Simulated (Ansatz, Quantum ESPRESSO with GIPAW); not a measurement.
# KCaF3: working out the 43Ca quadrupolar coupling

A plane-wave PAW calculation (PBEsol, Ansatz) gives this electric field gradient, in 10²¹ V/m² and Cartesian axes, at one Ca site of KCaF3 (atom 1; CaF6; site symmetry -1):

```
      0.1224       -0.3117       -0.1428
     -0.3117       -0.0428        0.0570
     -0.1428        0.0570       -0.0796
```

43Ca has spin 7/2, Q = -0.0408 barn and |γ|/2π = 2.8689 MHz/T. The cell is the Pnma form of a database entry, atoms relaxed, static and at 0 K. The PAW files were made for PBE.

**Task.** Find C_Q, η_Q and ν_Q, and the shift and width of the central transition under fast MAS at 9.4 T and 20 T.

1. The tensor is symmetric and traceless. Its eigenvalues, ordered by size, are V_xx = -0.1150, V_yy = -0.2924 and V_zz = 0.4074.

2. η_Q = (V_xx − V_yy)/V_zz = 0.436.

3. C_Q = eQV_zz/h. One unit of 10²¹ V/m² with one barn gives 24.18 MHz, so C_Q = 24.18 × −0.0408 × 0.4074 = -0.402 MHz. A spectrum shows its size, not its sign.

4. ν_Q = 3C_Q/[2I(2I−1)] = 0.029 MHz in size, and P_Q = |C_Q|√(1 + η²/3) = 0.414 MHz.

5. The resonances lie at ν0 = 26.97 and 57.38 MHz, so ν_Q/ν0 is 0.001 at most and second order holds. The centre of gravity moves by δ_Q = −(3/40)(P_Q/ν0)² F × 10⁶ ppm, with F = [I(I+1) − 3/4]/[I²(2I−1)²] = 0.03401: -0.603 ppm at 9.4 T and -0.133 ppm at 20 T.

6. Summing the second-order term over orientations gives a full width of 1.40 ppm (0.038 kHz) and 0.309 ppm (0.018 kHz). In ppm both fall as 1/B²: (9.4/20)² = 0.221. The spinning rate must pass the static width for this shape to show cleanly.

[Banner, clock, file and message-heading lines were taken out of the pw.x and gipaw.x logs.]

[Logs are printed without paths, hosts, clocks, repeated set-up lines and the standing remarks that a program may print on its own settings, such as how far it seeks lower states.]

[Hosts, paths, dates, database ids (printed as entryN), source tags and the programs' standing remarks are cut or masked in the printed files.]
